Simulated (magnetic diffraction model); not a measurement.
**Magnetic neutron pattern of CsV2S2I3**

Space group Cmcm (no. 63), a = 5.5050 Å, b = 14.6930 Å, c = 14.6490 Å.

```
site  atom    x       y       z
  4c    Cs  1/2  0.3067     1/4
  8f     I  1/2  0.4533  0.3840
  4c     I  1/2  0.2712     3/4
  8f     V  1/2  0.3527  0.9401
  8f     S  1/2  0.1856  0.0601
```

This is a made-up structure (elements placed in a structure type, unrelaxed), so the numbers test the method and describe no known phase.

Only V is taken to order (form factors of V3+); orders and moment sizes are assumed, and not adapted to the symmetry. Radiation: neutrons of λ = 2.567 Å, 5° to 60°; isotropic B of 0.51 Å² (Cs), 0.62 Å² (I), 0.6 Å² (V) and 1.01 Å² (S). Simulated constant-wavelength pattern: nuclear and magnetic terms add, the magnetic one as |2.695 fm × Σ f S⊥ exp(2πi Q·r) exp(−B s²)|², summed over all Q at one angle with the factor 1/(sin²θ cos θ). For collinear order S is the moment m, which repeats by lattice and centring translations R with the sign exp(−2πi k·R). Free-ion form factors, Sears's scattering lengths of 1992, no absorption; a label names one of the reflections at its angle. The strongest nuclear line in the range is 100, and lines under 0.2 are left out.

Assume the order k = (0 0 0), collinear moments along [101], 1.63 μB on V; signs + at (1/2, 0.3527, 0.9401), − at (1/2, 0.3527, 0.5599), − at (0, 0.1473, 0.4401), + at (0, 0.1473, 0.0599).

Predict the pattern, nuclear and magnetic parts apart.

```tsv
2θ (°)	index	nuclear	magnetic
10.05	(0 0 1)	0.0	23.5
20.12	(0 2 0)	12.6	0.0
20.18	(0 0 2)	25.9	0.0
22.54	(0 2 1)	27.4	4.4
28.65	(0 2 2)	42.0	11.2
28.83	(1 1 0)	74.0	0.0
30.48	(0 0 3)	0.0	0.5
30.61	(1 1 1)	21.4	20.0
35.45	(1 1 2)	11.6	10.5
36.80	(0 2 3)	0.1	0.1
40.90	(0 4 0)	18.4	0.0
41.07	(1 3 0)	13.3	0.0
42.23	(0 4 1)	11.8	10.4
42.39	(1 3 1)	35.6	23.6
42.45	(1 1 3)	44.6	1.1
46.02	(0 4 2)	6.5	1.5
46.11	(0 2 4)	100.0	3.8
46.17	(1 3 2)	88.0	1.3
50.92	(1 1 4)	28.6	5.1
51.86	(0 4 3)	59.5	0.9
51.99	(1 3 3)	4.1	2.0
55.59	(2 0 0)	76.4	0.0
56.28	(0 2 5)	3.2	0.0
56.65	(2 0 1)	0.0	5.6
59.33	(0 4 4)	0.4	1.0
59.35	(1 5 0)	4.4	0.0
59.45	(1 3 4)	68.0	0.9
59.73	(2 2 0)	3.3	0.0
59.75	(2 0 2)	7.2	0.0
```

The strongest magnetic line in the range is (1 3 1) at 42.39° (23.6). On top of the Lorentz factor, which all lines share, magnetic lines fade with angle because f falls: for V3+ it is 0.89, 0.63, 0.38 and 0.08 at sin θ/λ = 0.1, 0.2, 0.3 and 0.5 Å⁻¹, while nuclear lengths stay constant. The order has no net moment.

[Logs are printed without paths, hosts, clocks, repeated set-up lines and the standing remarks that a program may print on its own settings, such as how far it seeks lower states.]
